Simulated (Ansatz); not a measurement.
An input for Ansatz 0.2.0 (BaZnPF (P4/nmm)):

```yaml
crystal:
  lattice:
    - [4.15634, 0.0, 0.0]
    - [0.0, 4.15634, 0.0]
    - [0.0, 0.0, 9.45743]
  atoms:
    - { symbol: Ba, position: [0.5, 0.0, 0.33177] }
    - { symbol: Ba, position: [0.0, 0.5, 0.66823] }
    - { symbol: Zn, position: [0.5, 0.5, 0.0] }
    - { symbol: Zn, position: [0.0, 0.0, 0.0] }
    - { symbol: P, position: [0.0, 0.5, 0.1491] }
    - { symbol: P, position: [0.5, 0.0, 0.8509] }
    - { symbol: F, position: [0.5, 0.5, 0.5] }
    - { symbol: F, position: [0.0, 0.0, 0.5] }
kpoints:
  mp_grid: { grid: [6, 6, 4] }
hamiltonian:
  xc: pbe
  pseudopotentials: { kind: paw, azcp: { folder: soft_1 } }
scf:
  occupations: { method: fixed }
  n_extra_bands: 60
output:
  optics: { e_range: [0, 15], de: 0.05, sigma: 0.15, scissors: 0.889 }
```

```sh
ansatz run input.yaml --threads 2 --pin off --max-ram 73728MiB --backend cuda --events-out ev --progress --plain --runs-dir out --devices 1 --max-vram 13GiB
```

Q: How long will it take on 1 × NVIDIA H100 80GB HBM3 (shared by 6 runs) with 2 threads of AMD EPYC 7R13 (Zen 3), shared host, and how much memory?

It took 42 s; on shared hardware allow 21 s to 85 s. Peak host memory was 2.4 GiB.

[Paths, hosts, dates, memory and timing lines, banners, echoed tables and standing remarks are left out of the program output.]

[Logs are printed without paths, hosts, clocks, repeated set-up lines and the standing remarks that a program may print on its own settings, such as how far it seeks lower states.]

[Runs of the session that timed out or met a known fault of the program may be left out.]

[Cells called generated may have been cut or substituted from an entry of the Crystallography Open Database or the Materials Project.]

[Hosts, paths, dates, database ids (printed as entryN), source tags and the programs' standing remarks are cut or masked in the printed files.]
